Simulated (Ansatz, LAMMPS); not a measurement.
**Charge trapping in glassy 67P2O5-33MgO (mol %) (80 atoms)**

Does an extra electron or hole in glassy 67P2O5-33MgO (mol %) (80 atoms) stay spread out, or do the atoms trap it?

Method: Kohn-Sham DFT, PBE, PAW (set soft_2), plane waves, in Ansatz 0.2.0.

## (1) The starting structure

The cell holds 80 atoms: 20 P, 5 Mg and 55 O. Its edges and angles: a = 9.726 Å, b = 9.726 Å, c = 9.726 Å, α = 90.0°, β = 90.0°, γ = 90.0°. 80 atoms (20 P, 5 Mg, 55 O) placed at random at 2.93 g/cm³, melted at 4000 K for 10 ps at fixed volume with the Morse and Coulomb pair potential with partial charges (Pedone, Malavasi, Menziani, Cormack and Segre, J. Phys. Chem. B 110, 11780 (2006)). Quenched from 4000 K to 300 K at 25 K/ps and fixed volume, held 5 ps.

Limits known from the start: The quench rate of 25 K/ps is orders of magnitude faster than experiment, which tends to freeze in extra defects. The starting topology of bonds comes from the classical model, and needn't be the one that DFT or experiment would give. The Brillouin zone is sampled at Γ only, in a cell whose shortest periodic width is 10 Å.

## (2) Single point at the start

A single point comes first, to see the forces before anything moves.

Contents of input.yaml:

```yaml
crystal:
  lattice:
    - [9.7256, 0.0, 0.0]
    - [0.0, 9.7256, 0.0]
    - [0.0, 0.0, 9.7256]
  atoms:
    - { symbol: P, position: [0.34611, 0.31192, 0.12942] }
    - { symbol: P, position: [0.08441, 0.00971, 0.93119] }
    - { symbol: P, position: [0.01987, 0.44546, 0.63396] }
    - { symbol: P, position: [0.59914, 0.41455, 0.2797] }
    - { symbol: P, position: [0.36659, 0.26711, 0.63473] }
    - { symbol: P, position: [0.53624, 0.04178, 0.50088] }
    - { symbol: P, position: [0.69095, 0.36019, 0.77072] }
    - { symbol: P, position: [0.25988, 0.63482, 0.34871] }
    - { symbol: P, position: [0.39576, 0.02197, 0.98771] }
    - { symbol: P, position: [0.3099, 0.57735, 0.65858] }
    - { symbol: P, position: [0.77689, 0.74254, 0.42792] }
    - { symbol: P, position: [0.32358, 0.57749, 0.97739] }
    - { symbol: P, position: [0.85629, 0.25178, 0.20618] }
    - { symbol: P, position: [0.08988, 0.93903, 0.62553] }
    - { symbol: P, position: [0.97892, 0.31176, 0.91021] }
    - { symbol: P, position: [0.49966, 0.82549, 0.73707] }
    - { symbol: P, position: [0.32154, 0.94115, 0.29206] }
    - { symbol: P, position: [0.77211, 0.66096, 0.72548] }
    - { symbol: P, position: [0.71071, 0.01751, 0.01698] }
    - { symbol: P, position: [0.95817, 0.55142, 0.28457] }
    - { symbol: Mg, position: [0.11815, 0.22559, 0.38393] }
    - { symbol: Mg, position: [0.00689, 0.66382, 0.97781] }
    - { symbol: Mg, position: [0.9634, 0.97235, 0.25828] }
    - { symbol: Mg, position: [0.60059, 0.71397, 0.13437] }
    - { symbol: Mg, position: [0.83635, 0.16228, 0.51448] }
    - { symbol: O, position: [0.56958, 0.30828, 0.84786] }
    - { symbol: O, position: [0.57736, 0.46217, 0.42332] }
    - { symbol: O, position: [0.76842, 0.11202, 0.13241] }
    - { symbol: O, position: [0.92558, 0.40534, 0.24395] }
    - { symbol: O, position: [0.07274, 0.95314, 0.78564] }
    - { symbol: O, position: [0.71395, 0.30596, 0.26859] }
    - { symbol: O, position: [0.48234, 0.17227, 0.5723] }
    - { symbol: O, position: [0.55869, 0.05943, 0.99181] }
    - { symbol: O, position: [0.47423, 0.33424, 0.21882] }
    - { symbol: O, position: [0.20852, 0.66603, 0.03981] }
    - { symbol: O, position: [0.7325, 0.28871, 0.6381] }
    - { symbol: O, position: [0.52961, 0.93077, 0.62003] }
    - { symbol: O, position: [0.93247, 0.16435, 0.31415] }
    - { symbol: O, position: [0.8238, 0.34488, 0.86144] }
    - { symbol: O, position: [0.38914, 0.4238, 0.66074] }
    - { symbol: O, position: [0.6826, 0.51944, 0.74672] }
    - { symbol: O, position: [0.00199, 0.05828, 0.57141] }
    - { symbol: O, position: [0.26272, 0.26371, 0.51547] }
    - { symbol: O, position: [0.90522, 0.5493, 0.66485] }
    - { symbol: O, position: [0.33146, 0.42396, 0.02145] }
    - { symbol: O, position: [0.2993, 0.57628, 0.82248] }
    - { symbol: O, position: [0.0015, 0.95325, 0.04894] }
    - { symbol: O, position: [0.93321, 0.64774, 0.16359] }
    - { symbol: O, position: [0.0601, 0.79331, 0.59448] }
    - { symbol: O, position: [0.64804, 0.51795, 0.17097] }
    - { symbol: O, position: [0.43088, 0.90652, 0.85709] }
    - { symbol: O, position: [0.67889, 0.05321, 0.45582] }
    - { symbol: O, position: [0.6363, 0.75448, 0.77718] }
    - { symbol: O, position: [0.45691, 0.65322, 0.99703] }
    - { symbol: O, position: [0.84975, 0.60694, 0.38668] }
    - { symbol: O, position: [0.36553, 0.17102, 0.05428] }
    - { symbol: O, position: [0.40997, 0.71403, 0.6749] }
    - { symbol: O, position: [0.32255, 0.18721, 0.76351] }
    - { symbol: O, position: [0.22324, 0.30177, 0.22548] }
    - { symbol: O, position: [0.86996, 0.70763, 0.83616] }
    - { symbol: O, position: [0.18971, 0.01655, 0.29288] }
    - { symbol: O, position: [0.23491, 0.99521, 0.96053] }
    - { symbol: O, position: [0.35408, 0.56534, 0.25039] }
    - { symbol: O, position: [0.05533, 0.16889, 0.91717] }
    - { symbol: O, position: [0.78368, 0.04186, 0.88379] }
    - { symbol: O, position: [0.1545, 0.51999, 0.64725] }
    - { symbol: O, position: [0.43406, 0.01207, 0.38174] }
    - { symbol: O, position: [0.38735, 0.93161, 0.14269] }
    - { symbol: O, position: [0.698, 0.87818, 0.07336] }
    - { symbol: O, position: [0.88103, 0.84743, 0.38131] }
    - { symbol: O, position: [0.63962, 0.76564, 0.35794] }
    - { symbol: O, position: [0.00979, 0.38429, 0.49357] }
    - { symbol: O, position: [0.02092, 0.32545, 0.73752] }
    - { symbol: O, position: [0.10655, 0.5879, 0.33186] }
    - { symbol: O, position: [0.3019, 0.60268, 0.49757] }
    - { symbol: O, position: [0.04513, 0.44832, 0.94842] }
    - { symbol: O, position: [0.28827, 0.78805, 0.32927] }
    - { symbol: O, position: [0.76026, 0.73552, 0.58192] }
    - { symbol: O, position: [0.24141, 0.95707, 0.58547] }
    - { symbol: O, position: [0.91206, 0.27438, 0.06012] }
kpoints:
  mp_grid: { grid: [1, 1, 1] }
hamiltonian:
  xc: pbe
scf:
  occupations: { method: fixed }
output:
  forces: true
```

Launch:

```
$ ansatz run input.yaml --threads 4 --pin off --max-ram 8192MiB --backend cpu --events-out ev --progress --plain --runs-dir out
```

Standard output:

```text
[...]
Pseudopotentials: kind: paw
Pseudopotential: P, paw, valence charge 5, recommended cutoff 420 eV (normal), P.paw.azcp
Pseudopotential: Mg, paw, valence charge 10, recommended cutoff 420 eV (normal), Mg.paw.azcp
Pseudopotential: O, paw, valence charge 6, recommended cutoff 420 eV (normal), O.paw.azcp
[... 5 lines on functional and potentials left out ...]
Crystal: 80 atoms, lattice volume = 919.918 Å³
Basis set: ecut = 420 eV, 17941 PW (Γ), exchange–correlation on 144×144×144 points (8 copies of the dense FFT grid, shifted against one another)
Bands: 320, of which v1, the nominal top of the filled ones, is band 240 counted from 1 (239 counted from 0)
Symmetry: 1 space group operations
Space group: P1 (ITA 1), of the structure as read, at distance tolerance 9.7e-5 Å
k-points: 1
[... 7 lines on functional and potentials left out ...]
Initial density: superposition of atomic densities (neutral atoms: chi_scale 0, normalization atom), corrected by the library's trained network
Initial wavefunctions: pseudopotential atomic-orbital guess
[...]
SCF iter   1: F=—  HF=-55956.825325 eV  |F-HF|=—  |Δ(HF+E_count)|=         —  Δρ=7.39e-3  dr2=7.04e-1  ethr=1.77e-3  ⟨swp⟩=7.0  Hψ=1169  notcnv=0  defer=78
preconditioner: auto → Resta (q_TF=auto, 2.448 Å⁻¹)  ε∞=3.3  [insulator: Δε(μ)=1.566 eV  Ē_g=16.942 eV  n_scr=250 (ndim 8)  ℏωp=25.7 eV  f_vac=0.106  ε∞_Penn≈3.3]
SCF iter   2: F=—  HF=-55956.666371 eV  |F-HF|=—  |Δ(HF+E_count)|=   1.59e-1  Δρ=3.74e-3  dr2=1.38e-1  ethr=1.47e-4  ⟨swp⟩=3.0  Hψ=541  notcnv=0  defer=78
SCF iter   3: F=—  HF=-55956.634992 eV  |F-HF|=—  |Δ(HF+E_count)|=   3.14e-2  Δρ=1.51e-3  dr2=4.24e-2  ethr=2.87e-5  ⟨swp⟩=3.0  Hψ=506  notcnv=0  defer=70
automatic band count: iteration 3 solves 312 bands in place of 320: the levels show a gap, and the empty bands left out lie too high to hold charge; the band table lists the bands solved (type scf.n_extra_bands for more)
SCF iter   4: F=—  HF=-55956.622303 eV  |F-HF|=—  |Δ(HF+E_count)|=   1.27e-2  Δρ=7.13e-4  dr2=4.47e-3  ethr=8.82e-6  ⟨swp⟩=3.0  Hψ=451  notcnv=0  defer=70
SCF iter   5: F=—  HF=-55956.621904 eV  |F-HF|=—  |Δ(HF+E_count)|=   3.99e-4  Δρ=4.04e-4  dr2=1.29e-3  ethr=9.32e-7  ⟨swp⟩=3.0  Hψ=585  notcnv=0  defer=70
[...]
SCF iter   9: F=—  HF=-55956.623251 eV  |F-HF|=—  |Δ(HF+E_count)|=   1.62e-6  Δρ=7.39e-6  dr2=4.17e-7  ethr=4.50e-10  ⟨swp⟩=3.0  Hψ=475  notcnv=0  defer=70
SCF iter  10: F=-55956.623251 eV  HF=-55956.623251 eV  |F-HF|=4.47e-9  |Δ(HF+E_count)|=   1.77e-7  Δρ=3.20e-6  dr2=8.19e-8  ethr=2.08e-11  ⟨swp⟩=6.0  Hψ=1163  notcnv=0
SCF 1 converged in 10 iterations: F = -55956.623251 eV  dr2 = 8.19e-8
[...]
SCF converged after 10 iterations
Free energy (F): -55956.623251 eV
Harris-Foulkes:  -55956.623251 eV  (|F-HF|=4.47e-9)
Internal energy: -55956.623251 eV  (E = F + TS)
E sigma→0 (E₀):  -55956.623251 eV
Fermi energy:    6.565075 eV
--- Per-component energies (eV) ---
[...]
Σ components = -55956.623251   (vs F -55956.623251, Δ=0.00e0)
--- Forces (eV/Å), atoms counted from 1 ---
  atom   1  P     -2.16599133    -1.10652064     2.66857056
  atom   2  P     -3.17739751     2.22886090    -1.12586403
  atom   3  P     -3.11371231    -0.57533866     1.25235155
  atom   4  P      0.83524750     5.52036477     0.35402036
[...]
atom  80  O      0.03560784    -0.60183775     2.00947892
  max |Σ_I F_I| component: 1.35e-4 eV/Å
```

Elapsed: 5.9 s, on 4 threads of Intel Xeon Platinum 8488C (Sapphire Rapids), shared host; peak memory 1.1 GiB.

The r.m.s. force at the start is 1.6 eV/Å.

## (3) Relaxation

With the cell held, the atoms are moved downhill towards a nearby minimum.

Contents of input.yaml:

```yaml
crystal:
  lattice:
    - [9.7256, 0.0, 0.0]
    - [0.0, 9.7256, 0.0]
    - [0.0, 0.0, 9.7256]
  atoms:
    [... the 80 atom lines of step 2 ...]
kpoints:
  mp_grid: { grid: [1, 1, 1] }
hamiltonian:
  xc: pbe
scf:
  occupations: { method: fixed }
output:
  forces: true
relax:
  f_tol: 0.05
  max_steps: 120
```

Standard output:

```text
[...]
Crystal: 80 atoms, lattice volume = 919.918 Å³
Basis set: ecut = 420 eV, 17941 PW (Γ), exchange–correlation on 144×144×144 points (8 copies of the dense FFT grid, shifted against one another)
Bands: 320, of which v1, the nominal top of the filled ones, is band 240 counted from 1 (239 counted from 0)
Symmetry: 1 space group operations
[...]
k-points: 1
[...]
SCF iter   1: F=—  HF=-55956.825325 eV  |F-HF|=—  |Δ(HF+E_count)|=         —  Δρ=7.39e-3  dr2=7.04e-1  ethr=1.77e-3  ⟨swp⟩=7.0  Hψ=1169  notcnv=0  defer=78
[...]
SCF iter   7: F=-55956.623240 eV  HF=-55956.623244 eV  |F-HF|=3.19e-6  |Δ(HF+E_count)|=   2.95e-5  Δρ=5.46e-5  dr2=2.21e-5  ethr=1.30e-8  ⟨swp⟩=3.0  Hψ=1265  notcnv=0
SCF 1 converged in 7 iterations: F = -55956.623240 eV  dr2 = 2.21e-5
[...]
relax step   1: F+E_penalty+E_count = -55956.62324045 eV  Δ(F+E_penalty+E_count) = +0.000e0 eV  max|allowed force component| = 5.746e0 eV/Å  Δτ_max = 0.0000 Å  (7 SCF iters, dr2 threshold 6.25e-5 eV, accepted)
[... from here on, the SCF cycles and remarks between the steps are left out ...]
relax step   2: F+E_penalty+E_count = -55960.05408294 eV  Δ(F+E_penalty+E_count) = -3.431e0 eV  max|allowed force component| = 4.283e0 eV/Å  Δτ_max = 0.1408 Å  (7 SCF iters, dr2 threshold 1.00e-4 eV, accepted)
relax step   3: F+E_penalty+E_count = -55963.55721566 eV  Δ(F+E_penalty+E_count) = -3.503e0 eV  max|allowed force component| = 9.768e-1 eV/Å  Δτ_max = 0.1523 Å  (7 SCF iters, dr2 threshold 1.00e-4 eV, accepted)
relax step   4: F+E_penalty+E_count = -55964.60489100 eV  Δ(F+E_penalty+E_count) = -1.048e0 eV  max|allowed force component| = 6.731e-1 eV/Å  Δτ_max = 0.2000 Å  (7 SCF iters, dr2 threshold 5.96e-5 eV, accepted)
relax step   5: F+E_penalty+E_count = -55964.95924942 eV  Δ(F+E_penalty+E_count) = -3.544e-1 eV  max|allowed force component| = 8.909e-1 eV/Å  Δτ_max = 0.1945 Å  (7 SCF iters, dr2 threshold 2.83e-5 eV, accepted)
relax step   6: F+E_penalty+E_count = -55965.50635952 eV  Δ(F+E_penalty+E_count) = -5.471e-1 eV  max|allowed force component| = 6.440e-1 eV/Å  Δτ_max = 0.2000 Å  (7 SCF iters, dr2 threshold 1.00e-4 eV, accepted)
relax step   7: F+E_penalty+E_count = -55965.79274764 eV  Δ(F+E_penalty+E_count) = -2.864e-1 eV  max|allowed force component| = 8.597e-1 eV/Å  Δτ_max = 0.1928 Å  (6 SCF iters, dr2 threshold 1.00e-4 eV, accepted)
relax step   8: F+E_penalty+E_count = -55966.13763270 eV  Δ(F+E_penalty+E_count) = -3.449e-1 eV  max|allowed force component| = 5.146e-1 eV/Å  Δτ_max = 0.2000 Å  (6 SCF iters, dr2 threshold 1.00e-4 eV, accepted)
relax step   9: F+E_penalty+E_count = -55966.30959436 eV  Δ(F+E_penalty+E_count) = -1.720e-1 eV  max|allowed force component| = 2.955e-1 eV/Å  Δτ_max = 0.2000 Å  (6 SCF iters, dr2 threshold 9.49e-5 eV, accepted)
relax step  10: F+E_penalty+E_count = -55966.36573169 eV  Δ(F+E_penalty+E_count) = -5.614e-2 eV  max|allowed force component| = 8.384e-1 eV/Å  Δτ_max = 0.1967 Å  (7 SCF iters, dr2 threshold 2.88e-5 eV, accepted)
relax step  11: F+E_penalty+E_count = -55966.55437172 eV  Δ(F+E_penalty+E_count) = -1.886e-1 eV  max|allowed force component| = 1.098e0 eV/Å  Δτ_max = 0.2000 Å  (7 SCF iters, dr2 threshold 1.00e-4 eV, accepted)
relax step  12: F+E_penalty+E_count = -55966.62617176 eV  Δ(F+E_penalty+E_count) = -7.180e-2 eV  max|allowed force component| = 3.924e-1 eV/Å  Δτ_max = 0.0533 Å  (6 SCF iters, dr2 threshold 1.00e-4 eV, accepted)
relax step  13: F+E_penalty+E_count = -55966.73463731 eV  Δ(F+E_penalty+E_count) = -1.085e-1 eV  max|allowed force component| = 5.036e-1 eV/Å  Δτ_max = 0.2000 Å  (7 SCF iters, dr2 threshold 1.97e-5 eV, accepted)
relax step  14: F+E_penalty+E_count = -55966.78182998 eV  Δ(F+E_penalty+E_count) = -4.719e-2 eV  max|allowed force component| = 3.365e-1 eV/Å  Δτ_max = 0.0439 Å  (6 SCF iters, dr2 threshold 3.24e-5 eV, accepted)
relax step  15: F+E_penalty+E_count = -55966.86328854 eV  Δ(F+E_penalty+E_count) = -8.146e-2 eV  max|allowed force component| = 4.709e-1 eV/Å  Δτ_max = 0.2000 Å  (7 SCF iters, dr2 threshold 5.05e-5 eV, accepted)
relax step  16: F+E_penalty+E_count = -55966.88553230 eV  Δ(F+E_penalty+E_count) = -2.224e-2 eV  max|allowed force component| = 3.683e-1 eV/Å  Δτ_max = 0.2000 Å  (6 SCF iters, dr2 threshold 9.90e-5 eV, accepted)
relax step  17: F+E_penalty+E_count = -55966.94099224 eV  Δ(F+E_penalty+E_count) = -5.546e-2 eV  max|allowed force component| = 2.666e-1 eV/Å  Δτ_max = 0.0776 Å  (6 SCF iters, dr2 threshold 8.29e-5 eV, accepted)
relax step  18: F+E_penalty+E_count = -55966.93951150 eV  Δ(F+E_penalty+E_count) = +1.481e-3 eV  max|allowed force component| = 3.484e-1 eV/Å  Δτ_max = 0.2000 Å  (7 SCF iters, dr2 threshold 3.72e-5 eV, rejected (line search))
relax step  19: F+E_penalty+E_count = -55966.95793731 eV  Δ(F+E_penalty+E_count) = -1.695e-2 eV  max|allowed force component| = 1.808e-1 eV/Å  Δτ_max = 0.0840 Å  (9 SCF iters, accepted)
relax step  20: F+E_penalty+E_count = -55966.97818648 eV  Δ(F+E_penalty+E_count) = -2.025e-2 eV  max|allowed force component| = 9.346e-2 eV/Å  Δτ_max = 0.1000 Å  (6 SCF iters, dr2 threshold 1.50e-5 eV, accepted)
relax step  21: F+E_penalty+E_count = -55966.97554957 eV  Δ(F+E_penalty+E_count) = +2.637e-3 eV  max|allowed force component| = 2.802e-1 eV/Å  Δτ_max = 0.1463 Å  (9 SCF iters, rejected (line search))
relax step  22: F+E_penalty+E_count = -55966.98811856 eV  Δ(F+E_penalty+E_count) = -9.932e-3 eV  max|allowed force component| = 5.946e-2 eV/Å  Δτ_max = 0.0731 Å  (9 SCF iters, accepted)
relax step  23: F+E_penalty+E_count = -55966.98940985 eV  Δ(F+E_penalty+E_count) = -1.291e-3 eV  max|allowed force component| = 1.097e-1 eV/Å  Δτ_max = 0.0662 Å  (9 SCF iters, accepted)
relax step  24: F+E_penalty+E_count = -55966.99284602 eV  Δ(F+E_penalty+E_count) = -3.436e-3 eV  max|allowed force component| = 8.037e-2 eV/Å  Δτ_max = 0.1125 Å  (7 SCF iters, dr2 threshold 4.87e-6 eV, accepted)
relax step  25: F+E_penalty+E_count = -55966.99590500 eV  Δ(F+E_penalty+E_count) = -3.059e-3 eV  max|allowed force component| = 3.795e-2 eV/Å  Δτ_max = 0.0360 Å  (6 SCF iters, dr2 threshold 3.47e-6 eV, accepted)
relax step  26: F+E_penalty+E_count = -55966.99590534 eV  Δ(F+E_penalty+E_count) = -3.412e-7 eV  max|allowed force component| = 3.797e-2 eV/Å  Δτ_max = 0.0000 Å  (4 SCF iters, accepted)
SCF converged after 4 iterations
Free energy (F): -55966.995905 eV
[...]
Internal energy: -55966.995905 eV  (E = F + TS)
E sigma→0 (E₀):  -55966.995905 eV
Fermi energy:    5.356335 eV
[...]
Σ components = -55966.995905   (vs F -55966.995905, Δ=0.00e0)
--- Forces (eV/Å), atoms counted from 1 ---
  atom   1  P      0.03174208    -0.00059645     0.01285211
  atom   2  P     -0.00263458    -0.00272032    -0.00704302
  atom   3  P      0.00736641    -0.00142132     0.01068914
  atom   4  P     -0.01113829    -0.02287342     0.01562617
[...]
atom  80  O     -0.00413417    -0.00240355    -0.00124778
  max |Σ_I F_I| component: 7.62e-5 eV/Å
--- Relaxed structure (26 steps of the walk, 24 accepted, 0 SCFs on fresh bases) ---
  F+E_penalty+E_count = -55966.99590534 eV   max|allowed force component| = 3.797e-2 eV/Å
  atoms:
    - { symbol: P, position: [0.338247, 0.307442, 0.148944] }
    - { symbol: P, position: [0.060427, 0.022315, 0.923914] }
    - { symbol: P, position: [0.043021, 0.435481, 0.594501] }
    - { symbol: P, position: [0.606134, 0.402981, 0.269194] }
[...]
- { symbol: O, position: [0.893150, 0.289156, 0.091797] }
```

Elapsed: 95 s, on 4 threads; peak memory 1.1 GiB.

The relaxation converged after 26 steps, 10.4 eV below its start, with a largest force component of 0.038 eV/Å.

(Part 1 of 5 ends here.)

[Long decimals in the printed logs are rounded to 6 places.]

[Logs are printed without paths, hosts, clocks, repeated set-up lines and the standing remarks that a program may print on its own settings, such as how far it seeks lower states.]

[Hosts, paths, dates, database ids (printed as entryN), source tags and the programs' standing remarks are cut or masked in the printed files.]
